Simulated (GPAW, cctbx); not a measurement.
# BaCu2Pt: what bonding does to one electron reflection, worked out

BaCu2Pt, Cmcm (no. 63), a = 4.3207 Å, b = 11.4647 Å, c = 7.4911 Å, α = 90.00°, β = 90.00°, γ = 90.00°.

| atom | mult. | x | y | z |
| --- | --- | --- | --- | --- |
| Pt1 | 4 | 1/2 | 0.2167 | 1/4 |
| Ba1 | 4 | 0 | 0.4428 | 1/4 |
| Cu1 | 8 | 1/2 | 0.3035 | 0.5677 |

The start was made by putting kin elements into a known structure type; the compound need not exist, or be stable, in this form.

A DFT run (GPAW, PBE, 450 eV, 6×6×3 k-points (along the axes of the calculation cell), Fermi–Dirac width 0.1 eV) gives the static X-ray structure factor of 020 as 289.567 e for the conventional cell; superposed free atoms give 288.958 e. **Problem.** Find the Fourier component V of the crystal potential and the two-beam extinction distance at 120 kV in both cases.

## Step 1: Geometry

The cell volume is Ω = 371.08 Å³ and d(020) = 5.7324 Å, so g = 1/d = 0.1744 Å⁻¹.

## Step 2: The nuclei

Electrons feel nuclei as well as electrons, so the nuclear charges are summed with the same phases.

Phase sums Σ exp(2πi h·x), turned so that the total is real and positive: Pt +3.656, Ba -3.010, Cu +6.258. Then F_Z = 78 × (+3.656) + 56 × (-3.010) + 29 × (+6.258) = 298.05 e. The electron term has the same sign for this reflection.

## Step 3: Mott–Bethe

Poisson's equation, term by term, gives V = (e/4πε₀)(F_Z − F)/(πΩg²), with e/4πε₀ = 14.3996 V Å.

The prefactor is 14.3996 × 5.7324²/(π × 371.08) = 0.40589 V per electron. Free atoms: (298.05 − 288.958) × 0.40589 = 3.692 V. Crystal: (298.05 − 289.567) × 0.40589 = 3.445 V. F changes by +0.21 % and V by -6.7 %: the same 0.61 e is measured against F_Z − F = 9.1 e in place of F = 289.0 e.

## Step 4: Extinction distance

In the two-beam case ξ = 1/(λU) with U = 2γm₀eV/h², that is ξ = 150.41 V Å²/(γλV).

At 120 kV, λ = 0.03349 Å and γ = 1.2348. Free atoms: ξ = 985 Å. Crystal: ξ = 1056 Å. The thickness fringes go as sin²(πt/ξ), so the two patterns slip by a quarter of a period when t|1/ξ₁ − 1/ξ₀| = 1/4, at t ≈ 368 nm. Thermal motion, absorption and many-beam coupling, left out here, change a real pattern.

## Step 5: Answer

V(020) is 3.44 V against 3.69 V, and ξ is 1056 against 985 Å. Limits: static atoms, two beams.
